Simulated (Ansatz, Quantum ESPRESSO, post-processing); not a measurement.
# Ballistic transmission: 1 layers of Ni in Li(100), on the host's sites, part 4 of 4

Wanted: the transmission near the Fermi level and the conductance of this junction: 1 layers of Ni in Li(100), on the host's sites.

Quantum ESPRESSO 7.5; plane-wave DFT, LDA, GBRV ultrasoft pseudopotentials; cross-check by Ansatz 0.2.0 with PAW datasets.

So far. Step 2 (Self-consistent run): The run needed 61 iterations to bring the estimated error under 1e-07 Ry; the largest force on any atom, held or free, is 0.39 eV/Å. The starting moments died out. Step 3 (The open system, spin up): At no point does T exceed the number of channels.

### Step 7. The same in Ansatz

A second code with its own PAW datasets, on the same atoms.

Level of this step: plane-wave DFT, LDA, Ansatz PAW (Ansatz 0.2.0).

The input, input.yaml:

```yaml
crystal:
  lattice:
    - [3.44, 0.0, 0.0]
    - [0.0, 3.44, 0.0]
    - [0.0, 0.0, 30.1614061655]
  atoms:
    - { symbol: Li, position: [0.0, 0.0, 0.0] }
    - { symbol: Li, position: [0.5, 0.5, 0.0570265189] }
    - { symbol: Li, position: [0.0, 0.0, 0.1140530379] }
    - { symbol: Li, position: [0.5, 0.5, 0.1710795568] }
    - { symbol: Li, position: [0.0, 0.0, 0.2281060758] }
    - { symbol: Li, position: [0.5, 0.5, 0.2851325947] }
    - { symbol: Li, position: [0.0, 0.0, 0.3421591136] }
    - { symbol: Li, position: [0.5, 0.5, 0.3991856326] }
    - { symbol: Ni, position: [0.0, 0.0, 0.4429734811], spin: 0.7 }
    - { symbol: Li, position: [0.5, 0.5, 0.4867613295] }
    - { symbol: Li, position: [0.0, 0.0, 0.5437878485] }
    - { symbol: Li, position: [0.5, 0.5, 0.6008143674] }
    - { symbol: Li, position: [0.0, 0.0, 0.6578408864] }
    - { symbol: Li, position: [0.5, 0.5, 0.7148674053] }
    - { symbol: Li, position: [0.0, 0.0, 0.7718939242] }
    - { symbol: Li, position: [0.5, 0.5, 0.8289204432] }
    - { symbol: Li, position: [0.0, 0.0, 0.8859469621] }
    - { symbol: Li, position: [0.5, 0.5, 0.9429734811] }
magnetization:
  spin_polarized: true
kpoints:
  mp_grid: { grid: [7, 7, 1] }
hamiltonian:
  xc: lda
scf:
  occupations: { method: fermi_dirac, width: 0.1 }
  convergence: { dr2_threshold: 1.0e-08 }
output:
  transmission: { leads: [[0, 2]], e_range: [-0.4, 0.4], de: 0.4, kmesh: [8, 8] }
  write_potential: true
  write_density: true
  volumetric_format: npy
  elf: true
```

Run with:

```
ansatz run input.yaml --threads 2 --pin off --max-ram 4096MiB --backend cpu --events-out ev --progress --plain --runs-dir out
```

Numbers of over 12 decimals in the logs are rounded to 6 here.

Log:

```text
Engine: ansatz 0.2.0, aarch64-unknown-linux-gnu
Pseudopotentials: kind: paw
Pseudopotential: Li, paw, valence charge 3, recommended cutoff 420 eV (normal), Li.paw.azcp
Pseudopotential: Ni, paw, valence charge 18, recommended cutoff 420 eV (normal), Ni.paw.azcp
Functional definition: SPW92
  exchange = slater_x
  correlation = pw_c
Crystal: 18 atoms, lattice volume = 356.918 Å³
Basis set: ecut = 420 eV, 6961 PW (Γ)
Bands: 53, of which v1, the nominal top of the filled ones, is band 35 counted from 1 (34 counted from 0)
Symmetry: 16 space group operations
Space group: P4/mmm (ITA 123), of the structure as read, at distance tolerance 7.1e-5 Å
Magnetic group: BNS 123.339 (UNI 999), of the structure as read, at distance tolerance 7.1e-5 Å
k-points: 10 of 49
Non-local potential: Li, projectors of the file, l = 0: 3, l = 1: 2, l = 2: 1
Non-local potential: Ni, projectors of the file, l = 0: 3, l = 1: 2, l = 2: 3, l = 3: 1
PAW form: soft (Blöchl's): semilocal exchange-correlation on the pseudo side does not see the compensation charge
PAW frozen core: Ni, regenerated for the run's functional, and the local potential with it (the file was generated under x = pbe(κ = 0.804, μ = 0.219515), c = pbe(β = 0.066725))
PAW one-centre angular grid: Li, 110 points (default); XC on 64 Gauss nodes
PAW one-centre angular grid: Ni, 590 points (default); XC on 64 Gauss nodes
Initial density: superposition of atomic densities (chi_scale 0.1, normalization cell, long waves of neutral atoms (reshape's long-wave potential 8.26 eV rms, cloud 2.52 Å wide))
Starting moments: Σ|m| = 0.7 μB on 1 of 18 sites
Initial wavefunctions: pseudopotential atomic-orbital guess
Functional: x = slater, c = lda
SCF iter   1: F=—  HF=-9203.722555 eV  |F-HF|=—  |Δ(HF+E_count)|=         —  Δρ=7.20e-2 (↑2.53e-2 ↓7.20e-2)  dr2=4.19e1  dr2_m=1.81e0  M=1.577 μB ∫|m|=1.844 μB  β_m=0.30  ethr=3.10e-3  ⟨swp⟩=12.6  Hψ=6142  notcnv=0  defer=14
Mixer restart at iter 1: flushing history
preconditioner: auto → Kerker (q_TF=auto, 2.075 Å⁻¹)  [metal: Δε(μ)=0.015 eV  Ē_g=3.955 eV  σ=0.100 eV  W_gap=0.04  n_scr=54 (ndim 8)  ℏωp=10.2 eV  f_vac=0.000  D(μ)=13.71/eV (n_scr^D=120)]
spin=Collinear: Kerker preconditioning applied to the charge; magnetization (m = ρ↑ − ρ↓) channel mixes plain (no charge-response kernel on spin).
SCF iter   2: F=—  HF=-9198.343904 eV  |F-HF|=—  |Δ(HF+E_count)|=    5.38e0  Δρ=3.41e-2 (↑2.07e-2 ↓3.41e-2)  dr2=1.50e1  dr2_m=1.81e-1  M=0.550 μB ∫|m|=0.733 μB  β_m=0.25  ethr=3.10e-3  ⟨swp⟩=4.0  Hψ=2878  notcnv=0  defer=81
SCF iter   3: F=—  HF=-9198.937065 eV  |F-HF|=—  |Δ(HF+E_count)|=         —  Δρ=7.40e-3 (↑7.40e-3 ↓5.60e-3)  dr2=3.14e0  dr2_m=1.48e-2  M=0.804 μB ∫|m|=1.068 μB  β_m=0.25  ethr=3.10e-3  ⟨swp⟩=2.5  Hψ=2183  notcnv=0  defer=79
Mixer restart at iter 3: flushing history
SCF iter   4: F=—  HF=-9199.058908 eV  |F-HF|=—  |Δ(HF+E_count)|=   1.22e-1  Δρ=7.64e-3 (↑3.79e-3 ↓7.64e-3)  dr2=2.46e0  dr2_m=2.77e-2  M=0.652 μB ∫|m|=0.918 μB  β_m=0.52  ethr=3.10e-3  ⟨swp⟩=1.9  Hψ=1277  notcnv=0  defer=76
SCF iter   5: F=—  HF=-9199.823726 eV  |F-HF|=—  |Δ(HF+E_count)|=   7.65e-1  Δρ=1.24e-2 (↑6.15e-3 ↓1.24e-2)  dr2=1.47e0  dr2_m=2.80e-1  M=0.280 μB ∫|m|=0.523 μB  β_m=0.30  ethr=3.10e-3  ⟨swp⟩=2.1  Hψ=1539  notcnv=0  defer=84
SCF iter   6: F=—  HF=-9199.835517 eV  |F-HF|=—  |Δ(HF+E_count)|=   1.18e-2  Δρ=9.48e-3 (↑3.54e-3 ↓9.48e-3)  dr2=9.90e-1  dr2_m=1.34e-1  M=0.273 μB ∫|m|=0.480 μB  β_m=0.28  ethr=2.12e-3  ⟨swp⟩=1.1  Hψ=1223  notcnv=0  defer=89
SCF iter   7: F=—  HF=-9200.111528 eV  |F-HF|=—  |Δ(HF+E_count)|=   2.76e-1  Δρ=4.18e-3 (↑4.18e-3 ↓2.58e-3)  dr2=2.49e-1  dr2_m=3.61e-2  M=0.148 μB ∫|m|=0.281 μB  β_m=0.43  ethr=1.43e-3  ⟨swp⟩=2.4  Hψ=1510  notcnv=0  defer=90
SCF iter   8: F=—  HF=-9200.168450 eV  |F-HF|=—  |Δ(HF+E_count)|=   5.69e-2  Δρ=1.27e-3 (↑1.27e-3 ↓1.23e-3)  dr2=2.17e-2  dr2_m=1.19e-4  M=0.013 μB ∫|m|=0.046 μB  β_m=0.62  ethr=3.62e-4  ⟨swp⟩=1.9  Hψ=1528  notcnv=0  defer=80
SCF iter   9: F=—  HF=-9200.164198 eV  |F-HF|=—  |Δ(HF+E_count)|=   4.25e-3  Δρ=4.19e-4 (↑1.84e-4 ↓4.19e-4)  dr2=2.99e-3  dr2_m=7.21e-5  M=0.011 μB ∫|m|=0.030 μB  β_m=0.68  ethr=3.14e-5  ⟨swp⟩=2.0  Hψ=1217  notcnv=0  defer=80
SCF iter  10: F=—  HF=-9200.165312 eV  |F-HF|=—  |Δ(HF+E_count)|=   1.11e-3  Δρ=3.67e-4 (↑2.90e-4 ↓3.67e-4)  dr2=2.56e-3  dr2_m=9.25e-6  M=0.006 μB ∫|m|=0.017 μB  β_m=0.59  ethr=4.34e-6  ⟨swp⟩=1.5  Hψ=1092  notcnv=0  defer=80
SCF iter  11: F=—  HF=-9200.165496 eV  |F-HF|=—  |Δ(HF+E_count)|=   1.84e-4  Δρ=9.39e-5 (↑9.39e-5 ↓4.97e-5)  dr2=2.45e-4  dr2_m=6.70e-6  M=0.003 μB ∫|m|=0.009 μB  β_m=0.79  ethr=3.71e-6  ⟨swp⟩=2.0  Hψ=1163  notcnv=0  defer=80
SCF iter  12: F=—  HF=-9200.165502 eV  |F-HF|=—  |Δ(HF+E_count)|=   6.12e-6  Δρ=8.76e-5 (↑2.92e-5 ↓8.76e-5)  dr2=3.63e-5  dr2_m=3.00e-6  M=0.002 μB ∫|m|=0.004 μB  β_m=0.59  ethr=3.55e-7  ⟨swp⟩=1.1  Hψ=1061  notcnv=0  defer=80
SCF iter  13: F=—  HF=-9200.165498 eV  |F-HF|=—  |Δ(HF+E_count)|=   4.32e-6  Δρ=2.63e-5 (↑2.63e-5 ↓1.33e-5)  dr2=1.08e-5  dr2_m=2.03e-7  M=0.001 μB ∫|m|=0.003 μB  β_m=0.65  ethr=5.25e-8  ⟨swp⟩=2.0  Hψ=1296  notcnv=0  defer=80
SCF iter  14: F=—  HF=-9200.165499 eV  |F-HF|=—  |Δ(HF+E_count)|=   1.27e-6  Δρ=1.95e-5 (↑1.95e-5 ↓7.45e-6)  dr2=4.60e-6  dr2_m=1.50e-7  M=0.001 μB ∫|m|=0.002 μB  β_m=0.79  ethr=1.56e-8  ⟨swp⟩=1.3  Hψ=1073  notcnv=0  defer=80
SCF iter  15: F=—  HF=-9200.165500 eV  |F-HF|=—  |Δ(HF+E_count)|=   6.00e-7  Δρ=2.21e-6 (↑2.21e-6 ↓8.31e-7)  dr2=3.96e-8  dr2_m=3.11e-9  M=0.000 μB ∫|m|=0.000 μB  β_m=0.90  ethr=6.67e-9  ⟨swp⟩=2.0  Hψ=1209  notcnv=0  defer=80
SCF iter  16: F=—  HF=-9200.165500 eV  |F-HF|=—  |Δ(HF+E_count)|=   1.16e-8  Δρ=3.09e-7 (↑3.09e-7 ↓2.22e-7)  dr2=1.02e-9  dr2_m=8.38e-11  M=0.000 μB ∫|m|=0.000 μB  β_m=0.95  ethr=5.74e-11  ⟨swp⟩=2.0  Hψ=1316  notcnv=0  defer=80
SCF iter  17: F=—  HF=-9200.165500 eV  |F-HF|=—  |Δ(HF+E_count)|=  6.69e-10  Δρ=1.99e-7 (↑1.99e-7 ↓9.61e-8)  dr2=2.82e-10  dr2_m=2.32e-11  M=0.000 μB ∫|m|=0.000 μB  β_m=0.94  ethr=1.47e-12  ⟨swp⟩=1.9  Hψ=1187  notcnv=0  defer=80
SCF iter  18: F=-9200.165500 eV  HF=-9200.165500 eV  |F-HF|=2.98e-10  |Δ(HF+E_count)|=  9.46e-11  Δρ=8.41e-8 (↑8.41e-8 ↓7.96e-8)  dr2=3.14e-10  dr2_m=1.33e-12  M=0.000 μB ∫|m|=0.000 μB  ethr=1.00e-12  ⟨swp⟩=9.8  Hψ=3882  notcnv=0
SCF 1 converged in 18 iterations: F = -9200.165500 eV  dr2 = 3.14e-10
  greatest PAW one-centre occupation: 1.002 electrons in one spin orbital (limit 2), on the Ni atom at site 8 (counted from 0), in its partial waves of l = 1
WARN: the starting moments were not kept: the SCF closed with an absolute magnetisation of 1.4e-5 μB, where they sum to 0.7 μB in size (1 site). That is at most 0.1 of that sum. Measured as dr2_m measures the in/out step, that magnetisation stands 3.1e-12 eV from none, at or under the dr2_threshold of 1.0e-8 eV: it is no larger than a step whose dr2_m would equal this threshold. The system may hold no moment; this SC [...]
transmission: 117 of 1170 steps passed
transmission: 234 of 1170 steps passed
[...]
transmission: 1170 of 1170 steps passed
SCF converged after 18 iterations
Magnetization: 0.0000 μB (34.5000 up, 34.5000 down)
Absolute magnetization: 0.0000 μB (∫|ρ↑−ρ↓|, with the PAW one-centre terms)
Spin contamination: 0.0000 ħ² per cell (⟨S²⟩ above its minimum at these occupations)
Per-site moments (μB) at R_I (Å): [(3.841292089427215e-7, 1.228890), (-9.2549766263318e-9, 1.228890), (-1.2741007908207947e-7, 1.228890), (1.9614661900858652e-7, 1.228890), (6.674235995091328e-7, 1.228890), (7.782528473909651e-7, 1.228890), (4.653660735242016e-7, 1.228890), (3.6875692700820456e-8, 1.089580), (6.634229518055093e-7, 1.141743), (3.687569285055868e-8, 1.089580), (4.653660734918305e-7, 1.228890), (7.782528471720664e-7, 1.228890), (6.674236001152454e-7, 1.228890), (1.9614661899158416e-7, 1.228890), (-1.2741007914655136e-7, 1.228890), (-9.254976258947577e-9, 1.228890), (3.8412920847542e-7, 1.228890), (6.275985904254725e-7, 1.228890)]
Free energy (F): -9200.165500 eV
Harris-Foulkes:  -9200.165500 eV  (|F-HF|=2.98e-10)
Internal energy: -9199.818701 eV  (E = F + TS)
E sigma→0 (E₀):  -9199.992100 eV
Entropy (-TS):   -0.346799 eV (-19.267 meV/atom)
Fermi energy:    1.329144 eV
--- Per-component energies (eV) ---
  E_band       = -2063.819977
  E_kinetic    = 643.016711
  E_local      = -16340.160740  (includes V_loc(G=0)·N_el)
  E_nonlocal   = 85.628848
  E_hartree    = 7302.534555
  E_xc         = -248.537609
  E_vxc        = -323.111740  (∫ρ·V_xc dr)
  E_paw        = -1885.684847  (= ΣΔE_a)
  E_vpaw       = -734.265551  (= ΣTr[D̂ρ^β])
  E_aug_tail   = 0.000525  (compensation charges beyond the density's cutoff)
  E_ewald      = 1242.949737
  E_core_change = 0.434120  (= ΣΔE_core)
  E_smearing   = -0.346799  (= −TS)
  E_closure    = -0.000000  (closes the sum)
  Σ components = -9200.165500   (vs F -9200.165500, Δ=0.00e0)
--- Band table (eV; the first three rows and the last of 20) ---
  k-point 0 ↑: bands = [... 31 lower, 0.3049, 0.8054, 0.8054, 0.9315, 0.9642, 1.0657, 2.3375, 2.4254, ... 14 higher]
  k-point 1 ↑: bands = [... 31 lower, 0.3708, 0.7343, 0.8174, 0.9081, 1.1285, 1.1829, 2.4657, 2.5298, ... 14 higher]
  k-point 2 ↑: bands = [... 31 lower, 0.5970, 0.7554, 0.7893, 0.8443, 1.5018, 1.5436, 2.5061, 2.5295, ... 14 higher]
  k-point 9 ↓: bands = [... 31 lower, 1.6903, 1.8518, 1.8616, 2.1878, 2.3152, 2.4016, 2.4191, 3.0438, ... 14 higher]
--- Transmission ---
  basis      : 101 plane waves across, 39 finite elements along
  points     : 15, standing for a mesh of 8 x 8
  energies   : 3 from -0.400000 to 0.400000 eV about the Fermi level, 0.400000 eV apart; the leads are filled to 0.000000 eV, and channels, transmission and decay are at 0.000000 eV
  crystal 0  : Li2, at the sites [0, 2], period 3.4400 Å, over 29.24 Å; its Hamiltonian steps by up to 6.0 meV
    offset         : up to 0.0000 Å between an atom of the period and one for which it stands
    channels       : 1.203125e0 up, 1.203125e0 down
    conductance    : none, the energies end too early or step too widely for 300 K: set another output.transmission.e_range or a lower de, or, where they end at an eighth of basis.ecutwfc, a higher one
    slowest decay  : 0.2412 /Å at (0.5000, 0.5000)
  junction   : crystal 0 to crystal 0, -1.56 to 25.16 Å
    transmission   : 8.556020e-1 up, 8.555945e-1 down
    conductance    : none, the energies end too early or step too widely for 300 K: set another output.transmission.e_range or a lower de, or, where they end at an eighth of basis.ecutwfc, a higher one
```

Wall time 2.1 min (2 threads of Arm Neoverse N1, shared host); peak memory 0.77 GiB.

This step gave:

```
free energy                                  : -9200.1655 eV
energy at zero smearing                      : -9199.9921 eV
smearing term TS                             : 0.3468 eV
Fermi energy                                 : 1.329 eV
symmetry operations                          : 16
transmission at the Fermi level, spin up     : 0.8556
transmission at the Fermi level, spin down   : 0.8556
step of the lead's Hamiltonian over a period : 6 meV
```

Per spin; mean over the k mesh across the current. Table of transmission, zone mean, up = down by energy, zero at the Fermi level:

```csv
energy (eV),"transmission, zone mean, up = down"
-0.400,0.506
0.000,0.856
0.400,0.818
```

Per spin; mean over the k mesh across the current. The open channels, zone mean, up = down by energy, zero at the Fermi level:

```
energy (eV)  open channels, zone mean, up = down
     -0.400                                 1.08
      0.000                                 1.20
      0.400                                 1.36
```

ELF in the ca plane at fractional y = 0.000, with atoms of Li and Ni within 0.2 Å of it. It is the smooth field of the valence electrons, not physical close to the nuclei.

Ten even steps from '0' (0.27 × 1e-1) to '9' (9.90 × 1e-1), each cell a mean:
```
36520596015640289203312453213203981156511794
56640010036652000013321221123310100366520010
66654211356665311234332111233431113566653112
66666555566666655444333222334444556666665555
66666666666666665544433333334445566666666666
66665434566666533344332212234443335666655334
56652000146664100023321111123320001466641000
46530252025651045003311232123301540256510351
36520798115640399402212464213205992156502996
```
Columns run along c (16.0 Å, from fractional 0.16 to 0.69 of the cell), rows up along a (3.4 Å). Atoms in or near the plane, at fractional coordinates: Li at (0.23, 0.00), Li at (0.34, 0.00), Ni at (0.44, 0.00), Li at (0.54, 0.00), Li at (0.66, 0.00).

Electrostatic potential energy in the ca plane at fractional y = 0.000, with atoms of Li and Ni within 0.2 Å of it. With pseudopotentials it is smooth inside the atoms' cores, unlike the true potential.

Ten even steps from '0' (-37 eV) to '9' (5 eV), each cell a mean:
```
99997313799998521589983000499984126899996214
99998767899999866899997313899998678999998767
99999999999999999999999889999999999999999999
99999999999999999999999999999999999999999999
99999999999999999999999999999999999999999999
99999999999999999999999999999999999999999999
99999888999999888899998657999998889999999888
99998535899998744789995001699986447999997446
99997202699998500489982000399983015899986103
```
Columns run along c (16.0 Å, from fractional 0.16 to 0.69 of the cell; values clipped at the 3rd and 97th percentile), rows up along a (3.4 Å). Atoms in or near the plane, at fractional coordinates: Li at (0.23, 0.00), Li at (0.34, 0.00), Ni at (0.44, 0.00), Li at (0.54, 0.00), Li at (0.66, 0.00).

### Step 8. All levels side by side

All levels:

```
  step  T at the Fermi level (sum over the spins)  conductance (G0)  r.m.s. T(E) from the first  CPU time of the step (s)  peak memory (GiB)
Ansatz                                      1.711                 -                           0                     240.1              0.767
pwcond                                      1.531            0.7654                      0.1044                     485.9                  -
```

Sum over both spins; mean over the k mesh across the current. Table of transmission, zone mean by energy, zero at the Fermi level:

```
energy (eV)  Ansatz  pwcond
     -0.400    1.01    1.00
      0.000    1.71    1.53
      0.400    1.64    1.63
```

### Step 9. Worked from the printed numbers

G = 0.765 × 77.48 µS = 59.3 µS a cell. Times the area of 11.834 Å², the resistance-area product is A/G = 2.00 fΩ m², the leads' contact resistance included.

### Step 10. Results

* conductance from T at the Fermi level, a cell (G₀ = 2e²/h): 0.765 G₀
* conductance per area: 501 S/μm²
* spin polarisation of the transmission: 0.00
* the same conductance by Ansatz: 0.856 G₀

What this shows: The junction conducts 0.765 G₀ a cell at the Fermi level (LDA, GBRV ultrasoft). At the Fermi level the junction passes 64 % of what the leads offer. At the Fermi level pwcond and Ansatz differ by 11 %. The mean rests on 15 distinct points, the heaviest weighing 0.12, and the mesh was not tested, so even the second digit is unsure. Over -0.4 to 0.4 eV, T lies between 0.50 and 0.81 for spin up and 0.50 and 0.81 for spin down. The geometry is as built, not relaxed, and the leads are short.

[Logs are printed without paths, hosts, clocks, repeated set-up lines and the standing remarks that a program may print on its own settings, such as how far it seeks lower states.]

[Hosts, paths, dates, database ids (printed as entryN), source tags and the programs' standing remarks are cut or masked in the printed files.]

[Maps of the electrostatic potential energy from Ansatz leave out the sawtooth potential of an applied field or a dipole correction, so their vacuum need not be flat; planar profiles and work functions include it.]
